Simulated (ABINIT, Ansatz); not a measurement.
Records of electronic-structure calculations.

### A GW chain in ABINIT: WS2 (Tungstenite)

It takes space group P6_3/mmc (No. 194, hexagonal). Conventional cell: a = 3.153 Å, b = 3.153 Å, c = 12.323 Å, α = 90.00°, β = 90.00°, γ = 120.00°. Nearest to W lie 6 S at 2.40 Å. S has 3 W at 2.40 Å nearest. Farther neighbours, and contacts between anions beyond the nearest, are not listed.

```yaml
method: RPA screening on PBE, plane waves, norm-conserving pseudopotentials (and 2 further levels or steps)
program: ABINIT 10.8.3
settings: cutoff 31 Ha, PseudoDojo scalar-relativistic 0.4.1 standard, norm-conserving, ngkpt (6, 6, 1), nband 707, ecuteps 10 Ha, inclvkb 2, shiftk (0, 0, 0), symchi 1, awtr 1, frequency ppm, 6×6×1 k-mesh
cost: 4 runs, 30 min in all on 8 MPI ranks of Arm Neoverse V2, shared host
notes: The program’s warnings: nproc spkpt=  >= nkpt= * nsppol=. The cell and positions come from the Crystallography Open Database and are kept as given unless a step says otherwise. Limits: no spin-orbit coupling. The 6×6×1 mesh is coarse for this cell, which bears on the long-range parts of exchange and screening.
pbe_gap: 0.98 eV, indirect
g0w0_gap_on_the_mesh: 1.35 eV
gw_settings: 6×6×1 mesh, 707 bands, screening to 272.1 eV, Godby-Needs plasmon pole
known_limits: short of the basis limit; no spin-orbit coupling; coarse k mesh
```

G0W0 moves the gap on the mesh from 0.98 eV to 1.35 eV (+0.37 eV), with Z of 0.78 and 0.79 at the edges. Local fields lower the RPA ε∞ on this mesh from 15.08 to 13.47; a Γ-centred mesh this coarse tends to raise both, most where the direct gap is narrow, while a short band sum lowers them.

[Long decimals in the printed logs are rounded to 6 places.]

[Logs are printed without paths, hosts, clocks, repeated set-up lines and the standing remarks that a program may print on its own settings, such as how far it seeks lower states.]

[Paths, hosts, dates, memory and timing lines, banners, echoed tables and standing remarks are left out of the program output; an Ansatz launch command may be rebuilt from the run's recorded settings. Measured values are a selection of at most five: reports struck by readers or far from the other reports are left out. None is set beside runs whose start may be inverted or whose files or cutoffs have a known fault.]

[Runs of the session that timed out or met a known fault of the program may be left out.]

[Hosts, paths, dates, database ids (printed as entryN), source tags and the programs' standing remarks are cut or masked in the printed files.]

[G0W0 gaps are taken among the corrected bands and points alone; a level outside them can change the order at an edge.]

[Where Ansatz stands beside ABINIT at settings called matched, ABINIT's density can come from a denser mesh and the files from another edition; pairs whose starting gaps differed by over 0.03 eV were left out, so agreement reads better than it is.]
